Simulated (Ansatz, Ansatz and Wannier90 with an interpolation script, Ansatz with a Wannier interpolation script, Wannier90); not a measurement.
Planning a run of Ansatz 0.2.0 on GaN (F-43m). The input:

```yaml
crystal:
  lattice:
    - [0.0, 2.2309656039, 2.2309656039]
    - [2.2309656039, 0.0, 2.2309656039]
    - [2.2309656039, 2.2309656039, 0.0]
  atoms:
    - { symbol: Ga, position: [0.0, 0.0, 0.0] }
    - { symbol: "N", position: [0.25, 0.25, 0.25] }
kpoints:
  mp_grid: { grid: [8, 8, 8] }
hamiltonian:
  xc: lda
scf:
  occupations: { method: fixed }
gw:
  n_empty_bands: 102
  ecut_chi: 160.0
  qp_bands: [v3, c1]
  screening: { model: contour_deformation }
```

```sh
ansatz run input.yaml --threads 14 --pin off --max-ram 73728MiB --backend cpu --events-out ev --progress --plain --runs-dir out
```

**Question.** Estimate wall time and host memory on 14 threads of Arm Neoverse V2, shared host.

It took 63 s; on shared hardware allow 31 s to 2.1 min. Peak host memory was 0.67 GiB. The sizes that set the cost: 411 plane waves a state, 29 irreducible k points, 111 bands summed, 113 plane waves in the screening and 6 SCF cycles.

The screening grows as filled bands × empty bands × pairs of k points, times the square of the screening basis for the matrix.

[Paths, hosts, dates, memory and timing lines, banners, echoed tables and standing remarks are left out of the program output.]

[Logs are printed without paths, hosts, clocks, repeated set-up lines and the standing remarks that a program may print on its own settings, such as how far it seeks lower states.]

[Runs of the session that timed out or met a known fault of the program may be left out.]

[Hosts, paths, dates, database ids (printed as entryN), source tags and the programs' standing remarks are cut or masked in the printed files.]
